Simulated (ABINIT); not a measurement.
An input for ABINIT 10.8.3 (CsGeCl3 (R3m)):

```
acell 3*1.0 Angstrom
rprim 
  3.846816390705 2.220960478697 3.178300533600
  -3.846816390705 2.220960478697 3.178300533600
  0.000000000000 -4.441920957394 3.178300533600
ntypat 3
znucl 55 32 17
natom 5
typat 1 2 3 3 3
xred 
  0.998403350000 0.998403350000 0.998403350000
  0.515533150000 0.515533150000 0.515533150000
  0.496712670000 0.496712670000 0.948638170000
  0.496712670000 0.948638170000 0.496712670000
  0.948638170000 0.496712670000 0.496712670000
pp_dirpath "pseudos"
pseudos "Cs.upf, Ge.upf, Cl.upf"
ecut 56
ngkpt 2 2 2
nshiftk 1
shiftk 0 0 0
kptopt 1
chksymbreak 0
istwfk *1
occopt 1
irdwfk 1
optdriver 3
nband 126
ecuteps 4
inclvkb 2
awtr 1
symchi 1
indata_prefix "in"
outdata_prefix "out"
tmpdata_prefix "tmp"
```

```sh
OMP_NUM_THREADS=1 mpirun -n 8 abinit run.abi > log
```

How long will it take on 8 MPI ranks of Arm Neoverse V1, shared host, and how much memory?

It took 42 s; on shared hardware allow 21 s to 83 s. Peak host memory was 4.5 GiB.

[Paths, hosts, dates, memory and timing lines, banners, echoed tables and standing remarks are left out of the program output.]

[Logs are printed without paths, hosts, clocks, repeated set-up lines and the standing remarks that a program may print on its own settings, such as how far it seeks lower states.]

[Runs of the session that timed out or met a known fault of the program may be left out.]

[Hosts, paths, dates, database ids (printed as entryN), source tags and the programs' standing remarks are cut or masked in the printed files.]

[G0W0 gaps are taken among the corrected bands and points alone; a level outside them can change the order at an edge.]

[Where Ansatz stands beside ABINIT at settings called matched, ABINIT's density can come from a denser mesh and the files from another edition; pairs whose starting gaps differed by over 0.03 eV were left out, so agreement reads better than it is.]
